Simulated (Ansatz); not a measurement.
# SiO2 (P3_121): the host for defect calculations, part 3 of 3

Aim: the runs on the perfect crystal SiO2 (P3_121) that a defect calculation needs first.

Ansatz 0.2.0; plane-wave PAW DFT, r2SCAN; single point of the host's primitive cell on a dense mesh; PAW set soft_1 (the session's first sound run).

So far: Set-up; Primitive cell on a dense mesh; Self-consistent run; Defect free supercell relaxed from its symmetric sites.

## (5) Defect free supercell relaxed from displaced atoms

This step: plane-wave PAW DFT, r2SCAN; relaxation of the defect-free supercell from random displacements, a test of the host's stability; PAW set soft_1 (Ansatz 0.2.0).

The input, pristine.rattled/input.yaml:

```yaml
crystal:
  lattice:
    - [7.3816531007, 4.2617994048, 0.0]
    - [-7.3816531007, 4.2617994048, 0.0]
    - [0.0, 0.0, 10.8330695259]
  atoms:
    - { symbol: Si, position: [0.0206858109, 0.5103429054, 0.0] }
    - { symbol: Si, position: [0.3540191442, 0.1770095721, 0.0] }
    - { symbol: Si, position: [0.6873524775, 0.8436762388, 0.0] }
    - { symbol: Si, position: [0.1563237612, 0.3126475225, 0.3333333334] }
    - { symbol: Si, position: [0.4896570946, 0.9793141891, 0.3333333334] }
    - { symbol: Si, position: [0.8229904279, 0.6459808558, 0.3333333334] }
    - { symbol: Si, position: [0.1563237612, 0.8436762388, 0.1666666666] }
    - { symbol: Si, position: [0.4896570946, 0.5103429054, 0.1666666666] }
    - { symbol: Si, position: [0.8229904279, 0.1770095721, 0.1666666666] }
    - { symbol: O, position: [0.2274170159, 0.1857959811, 0.3922921182] }
    - { symbol: O, position: [0.5607503493, 0.8524626477, 0.3922921182] }
    - { symbol: O, position: [0.8940836826, 0.5191293144, 0.3922921182] }
    - { symbol: O, position: [0.1475373523, 0.7082877015, 0.0589587848] }
    - { symbol: O, position: [0.4808706856, 0.3749543682, 0.0589587848] }
    - { symbol: O, position: [0.8142040189, 0.0416210349, 0.0589587848] }
    - { symbol: O, position: [0.2917122985, 0.4392496507, 0.2256254514] }
    - { symbol: O, position: [0.6250456318, 0.1059163174, 0.2256254514] }
    - { symbol: O, position: [0.9583789651, 0.7725829841, 0.2256254514] }
    - { symbol: O, position: [0.2274170159, 0.0416210349, 0.1077078818] }
    - { symbol: O, position: [0.5607503493, 0.7082877015, 0.1077078818] }
    - { symbol: O, position: [0.8940836826, 0.3749543682, 0.1077078818] }
    - { symbol: O, position: [0.2917122985, 0.8524626477, 0.2743745486] }
    - { symbol: O, position: [0.6250456318, 0.5191293144, 0.2743745486] }
    - { symbol: O, position: [0.9583789651, 0.1857959811, 0.2743745486] }
    - { symbol: O, position: [0.1475373523, 0.4392496507, 0.4410412152] }
    - { symbol: O, position: [0.4808706856, 0.1059163174, 0.4410412152] }
    - { symbol: O, position: [0.8142040189, 0.7725829841, 0.4410412152] }
    - { symbol: Si, position: [0.0206858109, 0.5103429054, 0.5] }
    - { symbol: Si, position: [0.3540191442, 0.1770095721, 0.5] }
    - { symbol: Si, position: [0.6873524775, 0.8436762388, 0.5] }
    - { symbol: Si, position: [0.1563237612, 0.3126475225, 0.8333333333] }
    - { symbol: Si, position: [0.4896570946, 0.9793141891, 0.8333333333] }
    - { symbol: Si, position: [0.8229904279, 0.6459808558, 0.8333333333] }
    - { symbol: Si, position: [0.1563237612, 0.8436762388, 0.6666666666] }
    - { symbol: Si, position: [0.4896570946, 0.5103429054, 0.6666666666] }
    - { symbol: Si, position: [0.8229904279, 0.1770095721, 0.6666666666] }
    - { symbol: O, position: [0.2274170159, 0.1857959811, 0.8922921182] }
    - { symbol: O, position: [0.5607503493, 0.8524626477, 0.8922921182] }
    - { symbol: O, position: [0.8940836826, 0.5191293144, 0.8922921182] }
    - { symbol: O, position: [0.1475373523, 0.7082877015, 0.5589587848] }
    - { symbol: O, position: [0.4808706856, 0.3749543682, 0.5589587848] }
    - { symbol: O, position: [0.8142040189, 0.0416210349, 0.5589587848] }
    - { symbol: O, position: [0.2917122985, 0.4392496507, 0.7256254514] }
    - { symbol: O, position: [0.6250456318, 0.1059163174, 0.7256254514] }
    - { symbol: O, position: [0.9583789651, 0.7725829841, 0.7256254514] }
    - { symbol: O, position: [0.2274170159, 0.0416210349, 0.6077078818] }
    - { symbol: O, position: [0.5607503493, 0.7082877015, 0.6077078818] }
    - { symbol: O, position: [0.8940836826, 0.3749543682, 0.6077078818] }
    - { symbol: O, position: [0.2917122985, 0.8524626477, 0.7743745486] }
    - { symbol: O, position: [0.6250456318, 0.5191293144, 0.7743745486] }
    - { symbol: O, position: [0.9583789651, 0.1857959811, 0.7743745486] }
    - { symbol: O, position: [0.1475373523, 0.4392496507, 0.9410412152] }
    - { symbol: O, position: [0.4808706856, 0.1059163174, 0.9410412152] }
    - { symbol: O, position: [0.8142040189, 0.7725829841, 0.9410412152] }
basis:
  ecutwfc: 500
  xc_grid: 2
hamiltonian:
  xc: r2scan
  pseudopotentials: { kind: paw, azcp: { folder: soft_1 } }
kpoints:
  mp_grid: { grid: [1, 1, 1], shift: [0.25, 0.25, 0.25] }
scf:
  occupations: { method: fermi_dirac, width: 0.01 }
  max_iter: 80
output:
  forces: true
relax:
  f_tol: 0.01
  max_steps: 120
  random_displacement: { amplitude: 0.08, seed: 855 }
checkpoint:
  write: "../pristine.rattled.run"
  compress: false
  write_wavefunctions: false
  write_every: 100000
```

The run is started by

```
ansatz run input.yaml --threads 4 --pin off --max-ram 7536MiB --backend cpu --events-out ev --progress --plain --runs-dir out
```

Numbers of over 12 decimals in the logs are rounded to 6 here.

The program printed:

```text
[...]
Crystal: 54 atoms, lattice volume = 681.598 Å³
Basis set: ecut = 500 eV, 17319 PW (Γ), exchange–correlation on 128×128×160 points (8 copies of the dense FFT grid, shifted against one another)
Bands: 198, of which v1, the nominal top of the filled ones, is band 144 counted from 1 (143 counted from 0)
Symmetry: 1 space group operations
k-points: 1
[...]
SCF iter   1: F=—  HF=-32058.478035 eV  |F-HF|=—  |Δ(HF+E_count)|=         —  Δρ=1.33e-1  dr2=1.10e2  dr2_τ=1.27e1  ethr=3.10e-3  ⟨swp⟩=6.0  Hψ=883  notcnv=0  defer=26
[...]
SCF iter   9: F=-32035.253557 eV  HF=-32035.253557 eV  |F-HF|=1.82e-8  |Δ(HF+E_count)|=   1.85e-6  Δρ=5.80e-6  dr2=1.96e-7  dr2_τ=2.61e-8  ethr=8.68e-10  ⟨swp⟩=4.0  Hψ=602  notcnv=0
SCF 1 converged in 9 iterations: F = -32035.253557 eV  dr2 = 1.96e-7
[...]
relax step   1: F+E_penalty+E_count = -32035.25355703 eV  Δ(F+E_penalty+E_count) = +0.000e0 eV  max|allowed force component| = 6.799e0 eV/Å  Δτ_max = 0.0000 Å  (9 SCF iters, dr2 threshold 2.50e-6 eV, accepted)
[... the SCF cycles and remarks between the steps are left out from here to the last step ...]
relax step   2: F+E_penalty+E_count = -32039.23305244 eV  Δ(F+E_penalty+E_count) = -3.979e0 eV  max|allowed force component| = 4.164e0 eV/Å  Δτ_max = 0.0492 Å  (6 SCF iters, dr2 threshold 1.00e-4 eV, accepted)
relax step   3: F+E_penalty+E_count = -32041.79249040 eV  Δ(F+E_penalty+E_count) = -2.559e0 eV  max|allowed force component| = 7.975e-2 eV/Å  Δτ_max = 0.0796 Å  (6 SCF iters, dr2 threshold 1.00e-4 eV, accepted)
relax step   4: F+E_penalty+E_count = -32041.79798446 eV  Δ(F+E_penalty+E_count) = -5.494e-3 eV  max|allowed force component| = 3.312e-3 eV/Å  Δτ_max = 0.0203 Å  (8 SCF iters, dr2 threshold 3.97e-7 eV, accepted)
[...]
SCF iter   2: F=-32041.797984 eV  HF=-32041.797984 eV  |F-HF|=2.79e-9  |Δ(HF+E_count)|=   5.94e-9  Δρ=1.26e-6  dr2=8.71e-9  dr2_τ=5.25e-10  ethr=1.19e-11  ⟨swp⟩=3.0  Hψ=449  notcnv=0
SCF 5 converged in 2 iterations: F = -32041.797984 eV  dr2 = 8.71e-9
relax step   5: F+E_penalty+E_count = -32041.79798446 eV  Δ(F+E_penalty+E_count) = -5.908e-9 eV  max|allowed force component| = 3.320e-3 eV/Å  Δτ_max = 0.0000 Å  (2 SCF iters, accepted)
[...]
SCF iter   2: F=-32041.797984 eV  HF=-32041.797984 eV  |F-HF|=3.97e-10  |Δ(HF+E_count)|=   1.23e-9  Δρ=6.63e-7  dr2=2.57e-9  dr2_τ=1.54e-10  ethr=3.03e-12  ⟨swp⟩=3.0  Hψ=401  notcnv=0
SCF 6 converged in 2 iterations: F = -32041.797984 eV  dr2 = 2.57e-9
SCF converged after 2 iterations
Free energy (F): -32041.797984 eV
[...]
Internal energy: -32041.797984 eV  (E = F + TS)
E sigma→0 (E₀):  -32041.797984 eV
Fermi energy:    5.789719 eV
[...]
--- Forces (eV/Å), atoms counted from 1 ---
  atom   1  Si     0.00024739    -0.00024871     0.00182398
  atom   2  Si     0.00081503     0.00048467     0.00234684
  atom   3  Si     0.00005406    -0.00074654     0.00166286
  atom   4  Si    -0.00129916     0.00016519    -0.00332324
  atom   5  Si     0.00114685    -0.00024200    -0.00217868
  atom   6  Si     0.00015872    -0.00068942    -0.00201592
  atom   7  Si     0.00134601    -0.00098429    -0.00023341
  atom   8  Si     0.00071357    -0.00072229    -0.00069636
  atom   9  Si     0.00012231    -0.00093374    -0.00017921
  atom  10  O      0.00088722    -0.00020469     0.00162482
  atom  11  O      0.00075902    -0.00060866     0.00044610
  atom  12  O     -0.00010143    -0.00060960     0.00081547
  atom  13  O     -0.00127454    -0.00113748    -0.00165743
  atom  14  O      0.00109088    -0.00016818    -0.00081106
  atom  15  O     -0.00069352    -0.00039483    -0.00066018
  atom  16  O      0.00061929    -0.00154388     0.00170463
  atom  17  O      0.00091320    -0.00031213     0.00070437
  atom  18  O      0.00093470    -0.00143286     0.00174127
  atom  19  O     -0.00144156    -0.00006286    -0.00257889
  atom  20  O      0.00119823     0.00155172    -0.00237435
  atom  21  O     -0.00027612     0.00101984    -0.00264749
  atom  22  O     -0.00060487     0.00176660     0.00072380
  atom  23  O     -0.00069630     0.00005891     0.00212323
  atom  24  O      0.00020268     0.00010763     0.00180045
  atom  25  O      0.00059172     0.00131549     0.00055537
  atom  26  O      0.00008819    -0.00019045    -0.00000464
  atom  27  O     -0.00048417     0.00050334     0.00086233
  atom  28  Si    -0.00052494     0.00052330     0.00017159
  atom  29  Si    -0.00003705    -0.00028746     0.00141921
  atom  30  Si    -0.00138308    -0.00074340     0.00187574
  atom  31  Si     0.00091772     0.00194323    -0.00302834
  atom  32  Si     0.00123327     0.00038839    -0.00257156
  atom  33  Si    -0.00019988     0.00158876    -0.00122446
  atom  34  Si    -0.00081893     0.00026833     0.00208639
  atom  35  Si     0.00075885     0.00056762     0.00226098
  atom  36  Si    -0.00067820    -0.00018340     0.00102205
  atom  37  O     -0.00005466     0.00016602     0.00076925
  atom  38  O     -0.00056648     0.00200763    -0.00053038
  atom  39  O      0.00008961     0.00046027    -0.00244094
  atom  40  O      0.00067092    -0.00062894    -0.00138044
  atom  41  O     -0.00062653    -0.00004874    -0.00244603
  atom  42  O     -0.00058408    -0.00032156    -0.00272239
  atom  43  O     -0.00137576    -0.00218648     0.00276186
  atom  44  O     -0.00039117    -0.00081519     0.00053093
  atom  45  O     -0.00088665    -0.00218767     0.00066933
  atom  46  O      0.00142558     0.00245917    -0.00164159
  atom  47  O     -0.00039510     0.00227935    -0.00146531
  atom  48  O      0.00068847     0.00146491    -0.00175386
  atom  49  O     -0.00216395     0.00028860     0.00172400
  atom  50  O     -0.00010548    -0.00026914     0.00155736
  atom  51  O     -0.00060539    -0.00070333     0.00056636
  atom  52  O     -0.00010259    -0.00128625     0.00130586
  atom  53  O     -0.00021173    -0.00003472     0.00115465
  atom  54  O      0.00086876    -0.00053954     0.00172832
  max |Σ_I F_I| component: 8.95e-5 eV/Å
--- Relaxed structure (5 steps of the walk, 5 accepted, 0 SCFs on fresh bases) ---
  F+E_penalty+E_count = -32041.79798446 eV   max|allowed force component| = 3.320e-3 eV/Å
  atoms:
    - { symbol: Si, position: [0.020077, 0.509568, 0.000337] }
    - { symbol: Si, position: [0.353336, 0.176212, 0.000269] }
    - { symbol: Si, position: [0.686640, 0.842870, 0.000292] }
    - { symbol: Si, position: [0.155749, 0.311669, 0.333626] }
    - { symbol: Si, position: [0.489112, 0.978396, 0.333652] }
    - { symbol: Si, position: [0.822447, 0.645042, 0.333578] }
    - { symbol: Si, position: [0.155805, 0.842922, 0.166991] }
    - { symbol: Si, position: [0.489052, 0.509574, 0.166948] }
    - { symbol: Si, position: [0.822409, 0.176215, 0.166980] }
    - { symbol: O, position: [0.226950, 0.184794, 0.392418] }
    - { symbol: O, position: [0.560325, 0.851535, 0.392456] }
    - { symbol: O, position: [0.893587, 0.518117, 0.392381] }
    - { symbol: O, position: [0.146991, 0.707590, 0.059204] }
    - { symbol: O, position: [0.480153, 0.374277, 0.059105] }
    - { symbol: O, position: [0.813514, 0.040908, 0.059147] }
    - { symbol: O, position: [0.291149, 0.438524, 0.225994] }
    - { symbol: O, position: [0.624486, 0.105202, 0.225992] }
    - { symbol: O, position: [0.957850, 0.771887, 0.225945] }
    - { symbol: O, position: [0.226959, 0.040938, 0.108114] }
    - { symbol: O, position: [0.560134, 0.707595, 0.108097] }
    - { symbol: O, position: [0.893595, 0.374255, 0.108133] }
    - { symbol: O, position: [0.291146, 0.851530, 0.274696] }
    - { symbol: O, position: [0.624515, 0.518211, 0.274569] }
    - { symbol: O, position: [0.957813, 0.184806, 0.274629] }
    - { symbol: O, position: [0.146835, 0.438044, 0.441473] }
    - { symbol: O, position: [0.480260, 0.104798, 0.441503] }
    - { symbol: O, position: [0.813597, 0.771447, 0.441431] }
    - { symbol: Si, position: [0.019952, 0.509245, 0.500258] }
    - { symbol: Si, position: [0.353321, 0.175929, 0.500292] }
    - { symbol: Si, position: [0.686734, 0.842624, 0.500281] }
    - { symbol: Si, position: [0.155552, 0.311742, 0.833647] }
    - { symbol: Si, position: [0.488849, 0.978351, 0.833619] }
    - { symbol: Si, position: [0.822201, 0.645031, 0.833666] }
    - { symbol: Si, position: [0.155507, 0.842611, 0.666920] }
    - { symbol: Si, position: [0.488876, 0.509302, 0.666943] }
    - { symbol: Si, position: [0.822197, 0.175978, 0.666947] }
    - { symbol: O, position: [0.226559, 0.184788, 0.892586] }
    - { symbol: O, position: [0.559878, 0.851446, 0.892601] }
    - { symbol: O, position: [0.893274, 0.518187, 0.892695] }
    - { symbol: O, position: [0.146767, 0.707206, 0.559228] }
    - { symbol: O, position: [0.480157, 0.373856, 0.559291] }
    - { symbol: O, position: [0.813578, 0.040536, 0.559317] }
    - { symbol: O, position: [0.290916, 0.438243, 0.725880] }
    - { symbol: O, position: [0.624224, 0.104879, 0.725873] }
    - { symbol: O, position: [0.957584, 0.771549, 0.725919] }
    - { symbol: O, position: [0.226465, 0.040527, 0.607921] }
    - { symbol: O, position: [0.559908, 0.707201, 0.607910] }
    - { symbol: O, position: [0.893135, 0.373869, 0.607909] }
    - { symbol: O, position: [0.290909, 0.851449, 0.774654] }
    - { symbol: O, position: [0.624240, 0.518161, 0.774717] }
    - { symbol: O, position: [0.957556, 0.184924, 0.774745] }
    - { symbol: O, position: [0.146934, 0.438486, 0.941338] }
    - { symbol: O, position: [0.480164, 0.105084, 0.941289] }
    - { symbol: O, position: [0.813497, 0.771775, 0.941322] }
```

It took 38 s on 4 threads of Arm Neoverse V2, shared host; peak memory 1.3 GiB.

Step by step:

```
step  energy less that of the first step (eV)  largest force component (eV/Å)
   1                                   0.0000                          6.7988
   2                                  -3.9795                          4.1636
   3                                  -6.5389                          0.0797
   4                                  -6.5444                          0.0033
   5                                  -6.5444                          0.0033
```

The relaxation ends 121 meV an atom lower than the displaced start, with a largest force component of 0.0033 eV/Å.

## (6) Outcome

```json
{
 "supercell relaxed in its symmetry less the displaced and relaxed one": "0.000 eV",
 "energy an atom at one point at (¼, ¼, ¼) less that on the dense mesh": "0.000 eV"
}
```

In words: Step 5: The energy fell by 6.544 eV from the randomly displaced start; the atoms end within 0.005 Å of the sites as typed, once the mean shift is taken out. The displaced cell ends within 0.01 eV of the symmetric one relaxed in its symmetry, so no lower structure shows in this supercell. All at zero temperature.

[Logs are printed without paths, hosts, clocks, repeated set-up lines and the standing remarks that a program may print on its own settings, such as how far it seeks lower states.]

[Hosts, paths, dates, database ids (printed as entryN), source tags and the programs' standing remarks are cut or masked in the printed files.]

[Runs of the host that timed out are not shown.]

[For some hosts the program warned that the k-mesh of the response run may be too coarse for force constants and the static dielectric constant; such warnings are not always shown.]
